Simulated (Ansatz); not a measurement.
**Sc2C(OH)2 MXene monolayer in a perpendicular field**

What dipole does a perpendicular field induce in the Sc2C(OH)2 MXene monolayer, and does the gap follow? A positive field points along +c.

Main program and level: Ansatz 0.2.0; plane-wave DFT, PBE-D3(BJ), Ansatz PAW (set soft_1); PAW set soft_1.

This is a report of a sequence of runs, with most program output left out.

## 1. Set-up

The cell holds 7 atoms: 2 H, 2 O, 2 Sc and 1 C. Its edges and angles: a = 3.226 Å, b = 3.226 Å, c = 44.610 Å, α = 90.0°, β = 90.0°, γ = 120.0°. Vacuum lies along c.

## 2. Relaxing the slab

The starting cell is a guess, so the in-plane lattice and the atoms are relaxed first, with the slab cut off from its images along the normal.

The input, input.yaml:

```yaml
crystal:
  lattice:
    - [3.22608, 0.0, 0.0]
    - [-1.61304, 2.7938672346, 0.0]
    - [0.0, 0.0, 44.6096756128]
  atoms:
    - { symbol: H, position: [0.3333333333, 0.6666666667, 0.4236749033] }
    - { symbol: O, position: [0.3333333333, 0.6666666667, 0.4456432316] }
    - { symbol: Sc, position: [0.6666666667, 0.3333333333, 0.4714652662] }
    - { symbol: C, position: [0.0, 0.0, 0.5] }
    - { symbol: Sc, position: [0.3333333333, 0.6666666667, 0.5285347338] }
    - { symbol: O, position: [0.6666666667, 0.3333333333, 0.5543567684] }
    - { symbol: H, position: [0.6666666667, 0.3333333333, 0.5763250967] }
  periodic: [true, true, false]
kpoints:
  mp_grid: { grid: [12, 12, 1] }
hamiltonian:
  xc: pbe
  dispersion: d3bj
  pseudopotentials: { kind: paw, azcp: { folder: soft_1 } }
scf:
  occupations: { method: fermi_dirac, width: 0.05 }
  convergence: { dr2_threshold: 1.0e-09 }
relax:
  f_tol: 0.004
  max_steps: 90
  cell: {}
output:
  write_potential: true
  write_density: true
  volumetric_format: npy
```

The run is started by

```sh
> ansatz run input.yaml --threads 2 --pin off --max-ram 3072MiB --backend cpu --events-out ev --progress --plain --runs-dir out
```

Run time: 52 s. Hardware: 2 threads of Intel Xeon 6975P-C (Granite Rapids), shared host; peak memory 0.79 GiB; 1.7 min of CPU time.

The steps of the relaxation:

```tsv
step	energy less that of the first step (eV)	largest force component (eV/Å)	volume (Å³)
1	0.0000	1.4004	402.08
2	-0.1184	0.4212	409.88
3	-0.1203	0.2567	416.63
4	-0.1260	0.0416	414.75
5	-0.1256	0.1557	414.70
6	-0.1261	0.0041	414.70
7	-0.1261	0.0004	414.67
8*	-0.1316	0.0015	414.67
9	-0.1315	0.0034	415.05
10*	-0.1316	0.0034	415.05
```

Relaxation steps marked * repeat the geometry before them on a plane-wave basis chosen anew for their cell, so energy and pressure can jump there. Relaxation step 5 was tried and not accepted.

Forces are held to the 12 operations that the run works with; a distortion that breaks them can't arise in this run.

```tsv
cell as run	before	after	change
a (Å)	3.226	3.278	+1.6 %
b (Å)	3.226	3.278	+1.6 %
```

The atoms that moved most (Å, along periodic axes as changes of fractional coordinates times the final cell, across vacuum about the mean position):

```tsv
atom	dx	dy	dz	length
O6	0.000	0.000	0.073	0.073
O2	0.000	0.000	-0.073	0.073
H7	0.000	0.000	0.060	0.060
H1	0.000	0.000	-0.060	0.060
Sc3	0.000	0.000	0.012	0.012
Sc5	0.000	0.000	-0.012	0.012
```

This step gave:

```
energy at zero smearing : -5695.8484 eV
```

The lattice constant a goes from 3.226 to 3.278 Å.

## 3. Single point, field 0

A sawtooth potential applies the field, turning back in the middle of the vacuum. With the dipole correction the typed value is the field outside the slab. The induced dipole is small, so the SCF threshold is tight.

The cell differs from the one that the last finished run ended in (c 44.610 → 24.929 Å).

The input, input.yaml:

```yaml
crystal:
  lattice:
    - [3.2777221954, 0.0, 0.0]
    - [-1.6388610977, 2.8385906877, 0.0]
    - [0.0, 0.0, 24.9289296935]
  atoms:
    - { symbol: H, position: [0.3333333333, 0.6666666667, 0.3610263301] }
    - { symbol: O, position: [0.3333333333, 0.6666666667, 0.3998212124] }
    - { symbol: Sc, position: [0.6666666667, 0.3333333333, 0.4494186644] }
    - { symbol: C, position: [0.0, 0.0, 0.5] }
    - { symbol: Sc, position: [0.3333333333, 0.6666666667, 0.5505813356] }
    - { symbol: O, position: [0.6666666667, 0.3333333333, 0.6001787876] }
    - { symbol: H, position: [0.6666666667, 0.3333333333, 0.6389736699] }
kpoints:
  mp_grid: { grid: [18, 18, 1] }
  band_path:
    path: [[0, 0, 0], [0.5, 0, 0], [0.33333333, 0.33333333, 0], [0, 0, 0]]
    npoints: 16
hamiltonian:
  xc: pbe
  dispersion: d3bj
  pseudopotentials: { kind: paw, azcp: { folder: soft_1 } }
scf:
  occupations: { method: fermi_dirac, width: 0.02585 }
  convergence: { dr2_threshold: 1.0e-10 }
efield:
  axis: 3
  dipole_correction: true
  ramp_position: 0.97
  ramp_width: 0.06
  amplitude: 0
output:
  dos: { projected: true, e_range: [-6, 5] }
  write_potential: true
  write_density: true
  volumetric_format: npy
  elf: true
```

Wall time 14 s (2 threads); peak memory 0.65 GiB.

This step gave:

- dipole along the normal: 1.59e-6 e·Å
- gap along the path: 0.4008 eV
- smallest direct gap along the path: 0.4008 eV
- ionisation energy, upper face: 1.525 eV
- electron affinity, upper face: 1.124 eV
- gap, the smaller of path and mesh: 0.4008 eV

Running mean over a fixed 2.6 Å (it still follows the layers) of the planar mean; the ramp of the sawtooth is left out. Table of electron's electrostatic potential energy less the Fermi level by z:

```tsv
z (Å)	electron's electrostatic potential energy less the Fermi level (eV)
4	1.31
5	1.31
6	1.30
7	1.26
8	0.785
9	-1.04
10	-4.80
11	-7.20
12	-7.41
13	-7.38
14	-7.13
15	-4.48
16	-0.858
17	0.818
18	1.27
19	1.30
20	1.31
21	1.31
```

The density of states has structure finer than the step of the table below, so its rows give means over 0.25 eV, whole bins alone (the curve runs from -6 to 2.08 eV). Peaks (eV: height): -5.310: 12.0, -4.290: 18.8, -2.280: 5.63, -1.640: 3.97, -1.230: 10.7, 1.770: 3.79.

Density of states against energy, zero at the Fermi level of the run, which the smearing sets inside the gap; means over each step:

```tsv
energy (eV)	density of states (states/eV a cell)
-5.75	0.302
-5.50	3.41
-5.25	6.11
-5.00	2.28
-4.75	3.62
-4.50	7.92
-4.25	8.66
-4.00	0
-3.75	0
-3.50	0
-3.25	0
-3.00	0
-2.75	0
-2.50	1.64
-2.25	3.03
-2.00	1.54
-1.75	2.33
-1.50	3.08
-1.25	5.21
-1.00	1.74
-0.75	2.50
-0.50	1.60
-0.25	0.592
0.00	0
0.25	0.302
0.50	1.09
0.75	1.75
1.00	2.05
1.25	1.86
1.50	2.15
1.75	2.65
```

Projected DOS per atom over height of the atomic layer and energy from the Fermi level. Layers: H O Sc C Sc O H from below.

Values in states/eV, 22 rows by 7 columns, each cell a mean:
```
0.14 0.09 0.68 0.08 0.68 0.09 0.14
0.13 0.07 0.50 0.07 0.50 0.07 0.13
0.16 0.07 0.49 0.06 0.49 0.07 0.16
0.15 0.07 0.41 0.04 0.41 0.07 0.15
0.12 0.05 0.07 0.02 0.07 0.05 0.12
0.01 0.00 0.00 0.00 0.00 0.00 0.01
0.00 0.03 0.15 0.40 0.15 0.03 0.00
0.00 0.05 0.47 1.25 0.47 0.05 0.00
0.00 0.03 0.42 1.07 0.42 0.03 0.00
0.01 0.12 1.00 2.92 1.00 0.12 0.01
0.02 0.07 0.42 1.13 0.42 0.07 0.02
0.01 0.06 0.40 1.27 0.40 0.06 0.01
0.00 0.07 0.24 0.95 0.24 0.07 0.00
0.00 0.00 0.00 0.00 0.00 0.00 0.00
0.00 0.00 0.00 0.00 0.00 0.00 0.00
0.00 0.00 0.00 0.00 0.00 0.00 0.00
0.00 0.08 0.01 0.00 0.01 0.08 0.00
0.00 4.18 0.43 0.09 0.43 4.18 0.00
0.00 1.73 0.18 0.08 0.18 1.73 0.00
0.00 1.24 0.19 0.08 0.19 1.24 0.00
0.00 2.15 0.37 0.10 0.37 2.15 0.00
0.00 0.05 0.01 0.00 0.01 0.05 0.00
```
Columns: height of the atomic layer (Å) from 9 to 15.9 (not evenly spaced); rows upwards: energy from the Fermi level (eV) from -5.96 to 2.05.

The electronic bands at the labelled points (eV, zero at the Fermi level of the run, which the smearing sets inside the gap):

```tsv
point	band 17	band 18	band 19	band 20	band 21	band 22	band 23	band 24
Γ	-4.18	-2.09	-0.22	-0.22	0.18	0.33	1.35	1.81
halfway	-4.26	-1.73	-1.51	-0.53	1.13	1.27	1.44	2.50
M	-4.35	-2.54	-1.24	-0.63	0.54	3.39	3.79	3.94
halfway	-4.55	-2.42	-1.39	-1.23	1.54	3.51	3.56	3.78
K	-4.89	-2.08	-2.08	-1.23	2.80	3.12	3.12	3.93
halfway	-4.31	-1.85	-1.44	-0.93	1.45	1.62	2.17	2.22
Γ	-4.18	-2.09	-0.22	-0.22	0.18	0.33	1.35	1.81
```

Electrostatic potential energy in the ca plane at fractional y = 0.333, with atoms of Sc and O and H within 0.2 Å of it. With pseudopotentials it is smooth inside the atoms' cores, unlike the true potential.

Ten even steps from '0' (-39 eV) to '9' (4 eV), each cell a mean:
```
99999999999999999999999997546899998998999999
99999999999999999999999974001689999951266899
99999999999999999999999972000489999710001699
99999999999999999999999973000589999820033799
99999999999999999999999986213799999975688999
99999999999999999999999998778999988899999999
99999999999999999999999999999999877789999999
99999999999999999999999999999999876789999999
99999999999999999999999999889999987899999999
```
Columns run along c (16.0 Å, from fractional 0.06 to 0.70 of the cell; values clipped at the 3rd and 97th percentile), rows up along a (3.3 Å). Atoms in or near the plane, at fractional coordinates: Sc at (0.45, 0.67), O at (0.60, 0.67), H at (0.64, 0.67).

ELF in the ca plane at fractional y = 0.333, with atoms of Sc and O and H within 0.2 Å of it. It is the smooth field of the valence electrons, not physical close to the nuclei.

Ten even steps from '0' (0.00) to '9' (0.97), each cell a mean:
```
00000121124322441004776442100000000000000000
00000000265651121037877887300000000000000000
00000000461362011047647998510000000000000000
00000000364551111037767998410000000000000000
00000011156531331016887664200000000000000000
00001234211124641002564221000000000000000000
00012356510257742210011000000000000000000000
00012357521367742210000000000000000000000000
00011355300146641100232100000000000000000000
```
Columns run along c (16.0 Å, from fractional 0.30 to 0.94 of the cell), rows up along a (3.3 Å). Atoms in or near the plane, at fractional coordinates: Sc at (0.45, 0.67), O at (0.60, 0.67), H at (0.64, 0.67).

Valence density in the ca plane at fractional y = 0.333, with atoms of Sc and O and H within 0.2 Å of it. It is the smooth field of the valence electrons, not physical close to the nuclei.

Ten steps, logarithmic in the rise over the least value, from '0' (0.0 e/Å³) to '9' (8.1 e/Å³), each cell a mean:
```
00000000000000000001123554332222345431000000
00000000000000000000126887422112478754100000
00000000000000000000137998521112589875200000
00000000000000000000136998522112589865200000
00000000000000000001124776322212356542100000
00000000000000000011222333333222233321000000
00000000000000000012332222333333211100000000
00000000000000000012332222344343211100000000
00000000000000000012232223333333222110000000
```
Columns run along c (16.0 Å, from fractional 0.10 to 0.75 of the cell), rows up along a (3.3 Å). Atoms in or near the plane, at fractional coordinates: Sc at (0.45, 0.67), O at (0.60, 0.67), H at (0.64, 0.67).

The gap is 0.40 eV, with the valence edge 1.52 eV and the conduction edge 1.12 eV under the upper vacuum level.

## 4. Atoms held, field 0.1 V/Å

input.yaml, as its differences from that of step 3:

```diff
@@ -28,7 +28,6 @@
   dipole_correction: true
-  ramp_position: 0.97
-  ramp_width: 0.06
-  amplitude: 0
+  ramp_position: 0.9398
+  ramp_width: 0.1203
+  amplitude: 0.1
 output:
-  dos: { projected: true, e_range: [-6, 5] }
   write_potential: true
@@ -36,2 +35 @@
   volumetric_format: npy
-  elf: true
```

The job ended after 15 s (2 threads; peak memory 0.59 GiB).

The dipole is 0.0384 e·Å, and the gap 0.261 eV.

## 5. Atoms held, field -0.1 V/Å

input.yaml, as its differences from that of step 4:

```diff
@@ -30,3 +30,3 @@
   ramp_width: 0.1203
-  amplitude: 0.1
+  amplitude: -0.1
 output:
```

Run time: 15 s. Hardware: 2 threads; peak memory 0.62 GiB.

The dipole is -0.0384 e·Å, and the gap 0.261 eV.

## 6. Response, atoms held

This step: plane-wave DFT, PBE-D3(BJ), Ansatz PAW (set soft_1); response to a field along the normal, atoms held; PAW set soft_1 (Ansatz 0.2.0).

The dipoles give the slope, and the difference of two potentials shows where the field is screened.

This step gave:

```
equivalent conductor thickness p/(ε₀AE) : 7.462 Å
distance between the outer atoms        : 6.929 Å
```

The dipole of the cell by applied field:

```tsv
applied field (V/Å)	dipole of the cell (e·Å)
-0.1000	-0.0384
0.0000	1.6e-6
0.1000	0.0384
```

Local field over the applied field, running mean. From the potentials at -0.1 and 0.1 V/Å; running mean over 2.5 Å. The local field over applied field by z:

```tsv
z (Å)	local field over applied field
4.5	0.991
5.0	0.985
5.5	0.974
6.0	0.957
6.5	0.929
7.0	0.881
7.5	0.800
8.0	0.676
8.5	0.531
9.0	0.389
9.5	0.275
10.0	0.197
10.5	0.146
11.0	0.109
11.5	0.0803
12.0	0.0472
12.5	0.0278
13.0	0.0523
13.5	0.0839
14.0	0.114
14.5	0.152
15.0	0.207
15.5	0.289
16.0	0.409
16.5	0.552
17.0	0.695
17.5	0.814
18.0	0.889
18.5	0.933
19.0	0.960
19.5	0.976
20.0	0.986
20.5	0.992
```

The induced electron density oscillates, so the rows of the table below give means over windows of 0.5 Å about each position, cut where the curve ends. Its maxima inside the range that stand out by 2 % of the span (Å: e/Å³ per V/Å): 8.86: 0.00294, 9.97: 0.00112, 11.22: 0.00161, 12.60: 8.2e-5, 14.54: 0.00130, 15.37: -1.7e-4. Its minima: 9.56: 1.7e-4, 10.39: -0.00130, 12.33: -8.2e-5, 13.71: -0.00161, 14.96: -0.00112, 16.07: -0.00294.

Electrons, planar mean, per unit field. The induced electron density by z; means over each step:

z (Å), induced electron density (e/Å³ per V/Å) and a bar from the least value:
```
      4.5    0.00004 ################
      5.0    0.00007 ################
      5.5    0.00012 ################
      6.0    0.00019 #################
      6.5    0.00031 #################
      7.0    0.00052 ##################
      7.5    0.00086 ####################
      8.0    0.00151 ########################
      8.5    0.00248 ##############################
      9.0    0.00246 ##############################
      9.5    0.00060 ###################
     10.0    0.00047 ##################
     10.5   -0.00090 ##########
     11.0    0.00096 #####################
     11.5    0.00109 ######################
     12.0    0.00029 #################
     12.5    0.00001 ###############
     13.0   -0.00040 #############
     13.5   -0.00120 ########
     14.0   -0.00071 ###########
     14.5    0.00090 #####################
     15.0   -0.00057 ############
     15.5   -0.00078 ###########
     16.0   -0.00262 
     16.5   -0.00235 ##
     17.0   -0.00138 #######
     17.5   -0.00080 ###########
     18.0   -0.00048 #############
     18.5   -0.00029 ##############
     19.0   -0.00018 ##############
     19.5   -0.00011 ###############
     20.0   -0.00007 ###############
     20.5   -0.00004 ###############
```

The smaller of the gaps on the path and on the k-mesh, counted as 0 under 0.03 eV. Gap against applied field:

```tsv
applied field (V/Å)	gap (eV)
-0.1000	0.261
0.0000	0.401
0.1000	0.261
```

By hand: between -0.1 and 0.1 V/Å the dipole changes by 0.07674 e·Å, a slope of 0.3837 e·Å²/V. A perfect conductor of thickness t has p = ε₀AEt, so t = 180.95 × 0.3837 / 9.304 = 7.46 Å (e/ε₀ = 180.95 V·Å, A in Å²).

The induced dipole is that of a conductor 7.46 Å thick.

## 7. Outcome

| Quantity | Value |
| --- | --- |
| gap without field | 0.401 eV |
| ionisation energy, upper face | 1.52 eV |
| electron affinity, upper face | 1.12 eV |
| equivalent conductor thickness, atoms held | 7.46 Å |

The induced dipole equals that of a perfect conductor 7.46 Å thick, while the outer atoms lie 6.93 Å apart; an out-of-plane ε follows only once a thickness t is chosen, by 1 − 1/ε = 7.46 Å / t. The gap goes from 0.40 eV to 0.26 eV at -0.1 V/Å. With the field reversed the gap is 0.26 eV at 0.1 V/Å. Semilocal functionals give gaps that are too small, and excitons are not included. The MXene's terminations sit over the metal atoms of its far layer; the site over carbon or nitrogen, which some compounds prefer, was not run.

[Logs are printed without paths, hosts, clocks, repeated set-up lines and the standing remarks that a program may print on its own settings, such as how far it seeks lower states.]

[Hosts, paths, dates, database ids (printed as entryN), source tags and the programs' standing remarks are cut or masked in the printed files.]

[Maps of the electrostatic potential energy from Ansatz leave out the sawtooth potential of an applied field or a dipole correction, so their vacuum need not be flat; planar profiles and work functions include it.]

[The density of states shown here was stored with 400 of the rows of the run's finer table, so its peaks can read low, often by over a quarter, or be missed, and its means over a window can be off by a tenth or more.]
